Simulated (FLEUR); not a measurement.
# MnS (Browneite): parallel and opposed starts

Aim: find out whether MnS (Browneite) carries moments, and which collinear order costs least.

Program: FLEUR MaX-R8.1. Level of theory: PBEsol; all-electron FLAPW, Dirac cores, scalar-relativistic bands. Results are calculated unless marked as measured.

This is a report of a sequence of runs, with most program output left out.

### Step 1. Set-up

Symmetry: F-43m, No. 216, cubic system. Conventional cell: a = 5.600 Å, b = 5.600 Å, c = 5.600 Å, α = 90.00°, β = 90.00°, γ = 90.00°. Mn has 4 S at 2.42 Å nearest. S has 4 Mn at 2.42 Å nearest. Farther neighbours and most contacts between anions are not listed.

### Step 2. Run 1 (ferro +)

The parallel start comes first: it shows whether parallel moments hold.

inpgen writes inp.xml from crystal.txt; cutoffs, mixing, functional, smearing and local orbitals are then set in the file. The k list default-1 (kpts.xml, not shown) is a Γ-centred 6×6×6 mesh; where the ranks do not divide the number of points, some are split in two of half the weight.

inp.xml

```
<?xml version="1.0" encoding="UTF-8" standalone="no"?>
<fleurInput fleurInputVersion="0.39">
   <comment>
      MnS
   </comment>
   <calculationSetup>
      <cutoffs Kmax="4.26" Gmax="12.8" GmaxXC="12.8" numbands="0"/>
      <scfLoop itmax="130" minDistance="0.00002" maxIterBroyd="15" imix="Anderson" alpha="0.05" precondParam="0.0" spinf="2.0" sdNocoIR="T"/>
      <coreElectrons ctail="T" frcor="F" kcrel="0" coretail_lmax="0"/>
      <xcFunctional name="PBEs" relativisticCorrections="F"/>
      <magnetism jspins="2"/>
      <soc l_soc="F" theta="0.0" phi="0.0" spav="F"/>
      <expertModes spex="0" secvar="F"/>
      <geometryOptimization l_f="F" forcealpha="1.0" forcemix="BFGS" epsdisp="0.00001" epsforce="0.00001"/>
      <ldaU l_linMix="F" mixParam="0.05" spinf="1.0"/>
   </calculationSetup>
   <cell>
      <bzIntegration valenceElectrons="21.0" mode="hist" fermiSmearingEnergy="0.00293995">
         <kPointListSelection listName="default-1"/>
         <xi:include xmlns:xi="http://www.w3.org/2001/XInclude" href="kpts.xml"> </xi:include>
      </bzIntegration>
      <xi:include xmlns:xi="http://www.w3.org/2001/XInclude" href="sym.xml"> </xi:include>
      <bulkLattice scale="1.0">
         <bravaisMatrix>
            <row-1>    0.0000000000000000     5.2912331488799991     5.2912331488799991</row-1>
            <row-2>    5.2912331488799991     0.0000000000000000     5.2912331488799991</row-2>
            <row-3>    5.2912331488799991     5.2912331488799991     0.0000000000000000</row-3>
         </bravaisMatrix>
      </bulkLattice>
   </cell>
   <atomSpecies>
      <species name="Manganese 4.500" element="Mn" atomicNumber="25">
         <mtSphere radius="2.7" gridPoints="893" logIncrement="0.014"/>
         <atomicCutoffs lmax="10" lnonsphr="8"/>
         <electronConfig flipSpins="F">
            <coreConfig>(1s1/2) (2s1/2) (2p1/2) (2p3/2)</coreConfig>
            <valenceConfig>(3s1/2) (3p1/2) (3p3/2) (4s1/2) (3d3/2) (3d5/2)</valenceConfig>
            <stateOccupation state="(3d3/2)" spinUp="1.75" spinDown="0.25"/>
            <stateOccupation state="(3d5/2)" spinUp="3.0" spinDown="0.0"/>
         </electronConfig>
         <energyParameters s="4" p="4" d="3" f="4"/>
         <lo type="SCLO" l="0" n="3" eDeriv="0"/>
         <lo type="SCLO" l="1" n="3" eDeriv="0"/>
      </species>
      <species name="Sulfur (S)" element="S" atomicNumber="16">
         <mtSphere radius="1.76" gridPoints="583" logIncrement="0.02"/>
         <atomicCutoffs lmax="6" lnonsphr="4"/>
         <electronConfig flipSpins="F">
            <coreConfig>(1s1/2) (2s1/2) (2p1/2) (2p3/2)</coreConfig>
            <valenceConfig>(3s1/2) (3p1/2) (3p3/2)</valenceConfig>
            <stateOccupation state="(3p1/2)" spinUp="0.666667" spinDown="0.666667"/>
            <stateOccupation state="(3p3/2)" spinUp="1.333333" spinDown="1.333333"/>
         </electronConfig>
         <energyParameters s="3" p="3" d="3" f="4"/>
      </species>
   </atomSpecies>
   <atomGroups>
      <atomGroup species="Manganese 4.500">
         <relPos label="                   1">.0000000000 .0000000000 .0000000000</relPos>
         <force calculate="T" relaxXYZ="TTT"/>
      </atomGroup>
      <atomGroup species="Sulfur (S)">
         <relPos label="                   2">1.000/4.000 1.000/4.000 1.000/4.000</relPos>
         <force calculate="T" relaxXYZ="TTT"/>
      </atomGroup>
   </atomGroups>
   <output dos="F" band="F" slice="F">
      <bandDOS minEnergy="-.5*Htr" maxEnergy="0.5*Htr" sigma="0.015" storeEVData="T"/>
      <plotting iplot="0" polar="F">
         <plot TwoD="T" vec1="  1.0  0.0  0.0" vec2="  0.0  1.0  0.0" vec3="  0.0  0.0  1.0" zero="  0.0  0.0  0.0" file="plot"/>
      </plotting>
      <moessbauerParams electricFieldGradient="F" isomerShift="F" coreHyperfine="F" valenceHyperfine="F"/>
   </output>
</fleurInput>
```

crystal.txt

```
MnS
&input film=F cartesian=F /
0.00000000000  2.80000000000  2.80000000000
2.80000000000  0.00000000000  2.80000000000
2.80000000000  2.80000000000  0.00000000000
1.8897261246
1.0 1.0 1.0

2
25 0.00000000000  0.00000000000  0.00000000000 : 4.500
16 0.25000000000  0.25000000000  0.25000000000

&kpt div1=6 div2=6 div3=6 gamma=T /
```

The run is started by

```
> OMP_NUM_THREADS=1 inpgen -f crystal.txt > inpgen.log  # inp.xml is then edited as shown
> OMP_NUM_THREADS=1 mpirun -n 4 fleur_MPI > fleur.log
```

The job ended after 50 s (4 MPI ranks of Intel Xeon at 2.50GHz (Skylake/Cascade Lake), shared host; peak memory 0.27 GiB).

Numbers from this step:

- free energy: -42344.8191 eV
- program's band gap on this mesh (in a metal only a level spacing): 0 eV
- magnetization: 4.831 μB
- final state: ferromagnetic
- largest moment: 4.456 μB

After 20 cycles the largest moment stands at 4.46 μB.

### Step 3. Order 2, typed as antiferro q=(0,1/2,1/2) +-

Another pattern of signs weighs the neighbour shells otherwise.

This order needs a doubled cell of 4 atoms. The mesh is halved along the doubled vector, so that both cells sample the same points. The k list default-1 (kpts.xml, not shown) is a Γ-centred 6×3×6 mesh.

Changes to inp.xml since step 2:

```diff
@@ -17,3 +17,3 @@
    <cell>
-      <bzIntegration valenceElectrons="21.0" mode="hist" fermiSmearingEnergy="0.00293995">
+      <bzIntegration valenceElectrons="42.0" mode="hist" fermiSmearingEnergy="0.00293995">
          <kPointListSelection listName="default-1"/>
@@ -25,4 +25,4 @@
             <row-1>    0.0000000000000000     5.2912331488799991     5.2912331488799991</row-1>
-            <row-2>    5.2912331488799991     0.0000000000000000     5.2912331488799991</row-2>
-            <row-3>    5.2912331488799991     5.2912331488799991     0.0000000000000000</row-3>
+            <row-2>   10.5824662977599981     0.0000000000000000    10.5824662977599981</row-2>
+            <row-3>   10.5824662977599981     5.2912331488799991     5.2912331488799991</row-3>
          </bravaisMatrix>
@@ -39,2 +39,15 @@
             <stateOccupation state="(3d5/2)" spinUp="3.0" spinDown="0.0"/>
+         </electronConfig>
+         <energyParameters s="4" p="4" d="3" f="4"/>
+         <lo type="SCLO" l="0" n="3" eDeriv="0"/>
+         <lo type="SCLO" l="1" n="3" eDeriv="0"/>
+      </species>
+      <species name="Manganese -4.500" element="Mn" atomicNumber="25">
+         <mtSphere radius="2.7" gridPoints="893" logIncrement="0.014"/>
+         <atomicCutoffs lmax="10" lnonsphr="8"/>
+         <electronConfig flipSpins="F">
+            <coreConfig>(1s1/2) (2s1/2) (2p1/2) (2p3/2)</coreConfig>
+            <valenceConfig>(3s1/2) (3p1/2) (3p3/2) (4s1/2) (3d3/2) (3d5/2)</valenceConfig>
+            <stateOccupation state="(3d3/2)" spinUp="0.25" spinDown="1.75"/>
+            <stateOccupation state="(3d5/2)" spinUp="0.0" spinDown="3.0"/>
          </electronConfig>
@@ -61,4 +74,9 @@
       </atomGroup>
+      <atomGroup species="Manganese -4.500">
+         <relPos label="                   2">.0000000000 1.000/2.000 .0000000000</relPos>
+         <force calculate="T" relaxXYZ="TTT"/>
+      </atomGroup>
       <atomGroup species="Sulfur (S)">
-         <relPos label="                   2">1.000/4.000 1.000/4.000 1.000/4.000</relPos>
+         <relPos label="                   3">1.000/4.000 .0000000000 1.000/4.000</relPos>
+         <relPos label="                   4">1.000/4.000 1.000/2.000 1.000/4.000</relPos>
          <force calculate="T" relaxXYZ="TTT"/>
```

crystal.txt

```
MnS
&input film=F cartesian=F /
0.00000000000  2.80000000000  2.80000000000
5.60000000000  0.00000000000  5.60000000000
5.60000000000  2.80000000000  2.80000000000
1.8897261246
1.0 1.0 1.0

4
25 0.00000000000  0.00000000000  0.00000000000 : 4.500
25 0.00000000000  0.50000000000  0.00000000000 : -4.500
16 0.25000000000  0.00000000000  0.25000000000
16 0.25000000000  0.50000000000  0.25000000000

&kpt div1=6 div2=3 div3=6 gamma=T /
```

Run time: 8 min. Hardware: 4 MPI ranks; peak memory 0.63 GiB; 32 min of CPU time.

Spin moment in the muffin-tin sphere by atom:

| atom | spin moment in the muffin-tin sphere (μB) |
| --- | --- |
| Mn1 | 4.24 |
| Mn2 | -4.24 |
| S3 | 0.00 |
| S4 | 0.00 |

This step gave:

| Item | Value |
| --- | --- |
| free energy | -84690.2109 eV |
| program's band gap on this mesh (in a metal only a level spacing) | 1.352 eV |
| magnetization | 0 μB |
| final state | antiferromagnetic |

It lies 286 meV a seeded atom under the first start, and its largest moment is 4.24 μB against 4.46 μB.

### Step 4. Order 3, typed as antiferro q=(0,0,1/2) +-

An opposed order shows whether neighbours prefer unlike signs.

This order needs a doubled cell of 4 atoms. The mesh is halved along the doubled vector, so that both cells sample the same points. The k list default-1 (kpts.xml, not shown) is a Γ-centred 6×6×3 mesh.

Changes to inp.xml since step 3:

```diff
@@ -25,4 +25,4 @@
             <row-1>    0.0000000000000000     5.2912331488799991     5.2912331488799991</row-1>
-            <row-2>   10.5824662977599981     0.0000000000000000    10.5824662977599981</row-2>
-            <row-3>   10.5824662977599981     5.2912331488799991     5.2912331488799991</row-3>
+            <row-2>    5.2912331488799991     0.0000000000000000     5.2912331488799991</row-2>
+            <row-3>   10.5824662977599981    10.5824662977599981     0.0000000000000000</row-3>
          </bravaisMatrix>
@@ -75,3 +75,3 @@
       <atomGroup species="Manganese -4.500">
-         <relPos label="                   2">.0000000000 1.000/2.000 .0000000000</relPos>
+         <relPos label="                   2">.0000000000 .0000000000 1.000/2.000</relPos>
          <force calculate="T" relaxXYZ="TTT"/>
@@ -79,4 +79,7 @@
       <atomGroup species="Sulfur (S)">
-         <relPos label="                   3">1.000/4.000 .0000000000 1.000/4.000</relPos>
-         <relPos label="                   4">1.000/4.000 1.000/2.000 1.000/4.000</relPos>
+         <relPos label="                   3">1.000/4.000 1.000/4.000 1.000/8.000</relPos>
+         <force calculate="T" relaxXYZ="TTT"/>
+      </atomGroup>
+      <atomGroup species="Sulfur (S)">
+         <relPos label="                   4">1.000/4.000 1.000/4.000 -3.000/8.000</relPos>
          <force calculate="T" relaxXYZ="TTT"/>
```

crystal.txt

```
MnS
&input film=F cartesian=F /
0.00000000000  2.80000000000  2.80000000000
2.80000000000  0.00000000000  2.80000000000
5.60000000000  5.60000000000  0.00000000000
1.8897261246
1.0 1.0 1.0

4
25 0.00000000000  0.00000000000  0.00000000000 : 4.500
25 0.00000000000  0.00000000000  0.50000000000 : -4.500
16 0.25000000000  0.25000000000  0.12500000000
16 0.25000000000  0.25000000000  0.62500000000

&kpt div1=6 div2=6 div3=3 gamma=T /
```

Run time: 8.7 min. Hardware: 4 MPI ranks; peak memory 0.71 GiB.

Spin moment in the muffin-tin sphere by atom:

| atom | spin moment in the muffin-tin sphere (μB) |
| --- | --- |
| Mn1 | 4.30 |
| Mn2 | -4.30 |
| S3 | 0.04 |
| S4 | -0.04 |

This step gave:

```yaml
free_energy: -84690.0792 eV
program_s_band_gap_on_this_mesh_in_a_metal_only_a_level_spacing: 0.7202 eV
magnetization: 0 μB
final_state: antiferromagnetic
```

It lies 221 meV a seeded atom under the first start, and its largest moment is 4.30 μB against 4.46 μB.

### Step 5. Order 4, typed as no spin polarisation

Without spin polarisation no moment can form, so the difference from the other runs is what forming moments gains.

The k list default-1 (kpts.xml, not shown) is a Γ-centred 6×6×6 mesh.

inp.xml

```
<?xml version="1.0" encoding="UTF-8" standalone="no"?>
<fleurInput fleurInputVersion="0.39">
   <comment>
      MnS
   </comment>
   <calculationSetup>
      <cutoffs Kmax="4.26" Gmax="12.8" GmaxXC="12.8" numbands="0"/>
      <scfLoop itmax="130" minDistance="0.00002" maxIterBroyd="15" imix="Anderson" alpha="0.05" precondParam="0.0" spinf="2.0" sdNocoIR="T"/>
      <coreElectrons ctail="T" frcor="F" kcrel="0" coretail_lmax="0"/>
      <xcFunctional name="PBEs" relativisticCorrections="F"/>
      <magnetism jspins="1"/>
      <soc l_soc="F" theta="0.0" phi="0.0" spav="F"/>
      <expertModes spex="0" secvar="F"/>
      <geometryOptimization l_f="F" forcealpha="1.0" forcemix="BFGS" epsdisp="0.00001" epsforce="0.00001"/>
      <ldaU l_linMix="F" mixParam="0.05" spinf="1.0"/>
   </calculationSetup>
   <cell>
      <bzIntegration valenceElectrons="21.0" mode="hist" fermiSmearingEnergy="0.00293995">
         <kPointListSelection listName="default-1"/>
         <xi:include xmlns:xi="http://www.w3.org/2001/XInclude" href="kpts.xml"> </xi:include>
      </bzIntegration>
      <xi:include xmlns:xi="http://www.w3.org/2001/XInclude" href="sym.xml"> </xi:include>
      <bulkLattice scale="1.0">
         <bravaisMatrix>
            <row-1>    0.0000000000000000     5.2912331488799991     5.2912331488799991</row-1>
            <row-2>    5.2912331488799991     0.0000000000000000     5.2912331488799991</row-2>
            <row-3>    5.2912331488799991     5.2912331488799991     0.0000000000000000</row-3>
         </bravaisMatrix>
      </bulkLattice>
   </cell>
   <atomSpecies>
      <species name="Manganese (Mn)" element="Mn" atomicNumber="25">
         <mtSphere radius="2.7" gridPoints="893" logIncrement="0.014"/>
         <atomicCutoffs lmax="10" lnonsphr="8"/>
         <electronConfig flipSpins="F">
            <coreConfig>(1s1/2) (2s1/2) (2p1/2) (2p3/2)</coreConfig>
            <valenceConfig>(3s1/2) (3p1/2) (3p3/2) (4s1/2) (3d3/2) (3d5/2)</valenceConfig>
            <stateOccupation state="(3d3/2)" spinUp="1.000000" spinDown="1.000000"/>
            <stateOccupation state="(3d5/2)" spinUp="1.500000" spinDown="1.500000"/>
         </electronConfig>
         <energyParameters s="4" p="4" d="3" f="4"/>
         <lo type="SCLO" l="0" n="3" eDeriv="0"/>
         <lo type="SCLO" l="1" n="3" eDeriv="0"/>
      </species>
      <species name="Sulfur (S)" element="S" atomicNumber="16">
         <mtSphere radius="1.76" gridPoints="583" logIncrement="0.02"/>
         <atomicCutoffs lmax="6" lnonsphr="4"/>
         <electronConfig flipSpins="F">
            <coreConfig>(1s1/2) (2s1/2) (2p1/2) (2p3/2)</coreConfig>
            <valenceConfig>(3s1/2) (3p1/2) (3p3/2)</valenceConfig>
            <stateOccupation state="(3p1/2)" spinUp="0.666667" spinDown="0.666667"/>
            <stateOccupation state="(3p3/2)" spinUp="1.333333" spinDown="1.333333"/>
         </electronConfig>
         <energyParameters s="3" p="3" d="3" f="4"/>
      </species>
   </atomSpecies>
   <atomGroups>
      <atomGroup species="Manganese (Mn)">
         <relPos label="                   1">.0000000000 .0000000000 .0000000000</relPos>
         <force calculate="T" relaxXYZ="TTT"/>
      </atomGroup>
      <atomGroup species="Sulfur (S)">
         <relPos label="                   2">1.000/4.000 1.000/4.000 1.000/4.000</relPos>
         <force calculate="T" relaxXYZ="TTT"/>
      </atomGroup>
   </atomGroups>
   <output dos="F" band="F" slice="F">
      <bandDOS minEnergy="-.5*Htr" maxEnergy="0.5*Htr" sigma="0.015" storeEVData="T"/>
      <plotting iplot="0" polar="F">
         <plot TwoD="T" vec1="  1.0  0.0  0.0" vec2="  0.0  1.0  0.0" vec3="  0.0  0.0  1.0" zero="  0.0  0.0  0.0" file="plot"/>
      </plotting>
      <moessbauerParams electricFieldGradient="F" isomerShift="F" coreHyperfine="F" valenceHyperfine="F"/>
   </output>
</fleurInput>
```

crystal.txt

```
MnS
&input film=F cartesian=F /
0.00000000000  2.80000000000  2.80000000000
2.80000000000  0.00000000000  2.80000000000
2.80000000000  2.80000000000  0.00000000000
1.8897261246
1.0 1.0 1.0

2
25 0.00000000000  0.00000000000  0.00000000000
16 0.25000000000  0.25000000000  0.25000000000

&kpt div1=6 div2=6 div3=6 gamma=T /
```

Wall time 33 s (4 MPI ranks); peak memory 0.25 GiB; 2.2 min of CPU time.

Read from the output:

| Item | Value |
| --- | --- |
| free energy | -42343.3235 eV |
| program's band gap on this mesh (in a metal only a level spacing) | 0.06664 eV |
| final state | non-magnetic (no spin polarisation) |

It lies 1496 meV a seeded atom over the first start.

### Step 6. Ranking

Free energies are divided by the number of seeded atoms, so that cells of unlike size compare. Wavevectors q in the names are fractions of the primitive cell's reciprocal vectors.

Orders:

| start | final state | typed order kept | energy over the lowest (meV a seeded atom) | largest sphere moment (μB) | net moment (μB a primitive cell) | mesh matched | CPU time (s) |
| --- | --- | --- | --- | --- | --- | --- | --- |
| ferro + | ferromagnetic | yes | 286.4 | 4.456 | 4.831 | yes | 198.3 |
| antiferro q=(0,1/2,1/2) +- | antiferromagnetic | yes | 0 | 4.242 | 0 | yes | 1899 |
| antiferro q=(0,0,1/2) +- | antiferromagnetic | yes | 65.81 | 4.302 | 0 | yes | 2057 |
| no spin polarisation | non-magnetic | - | 1782 | 0 | 0 | yes | 131 |

### Step 7. What came out

* lowest state found: antiferromagnetic (typed antiferro q=(0,1/2,1/2) +-)
* largest site spin moment: 4.24 μB
* next finished state: antiferromagnetic, 65.8 meV a seeded atom higher
* energy gained by spin polarisation: 1782 meV a seeded atom

**Reading.** The lowest state found is antiferromagnetic, reached from the start antiferro q=(0,1/2,1/2) +-, with moments up to 4.24 μB. The next finished state costs 66 meV a seeded atom. Forming the largest moments gains far more than ordering them, so they should outlast the ordering temperature. Only 4 starts were tried; other patterns of signs, canted and longer-period orders were not.

[Logs and program files are shortened in this print: banners, set-up blocks, solver, clock and traceback lines can be left out without a mark of their own.]

[Logs are printed without paths, hosts, clocks, repeated set-up lines and the standing remarks that a program may print on its own settings, such as how far it seeks lower states.]

[Hosts, paths, dates, database ids (printed as entryN), source tags and the programs' standing remarks are cut or masked in the printed files.]

[Where a cell is said to come from a database of computed structures, the database is the Materials Project.]
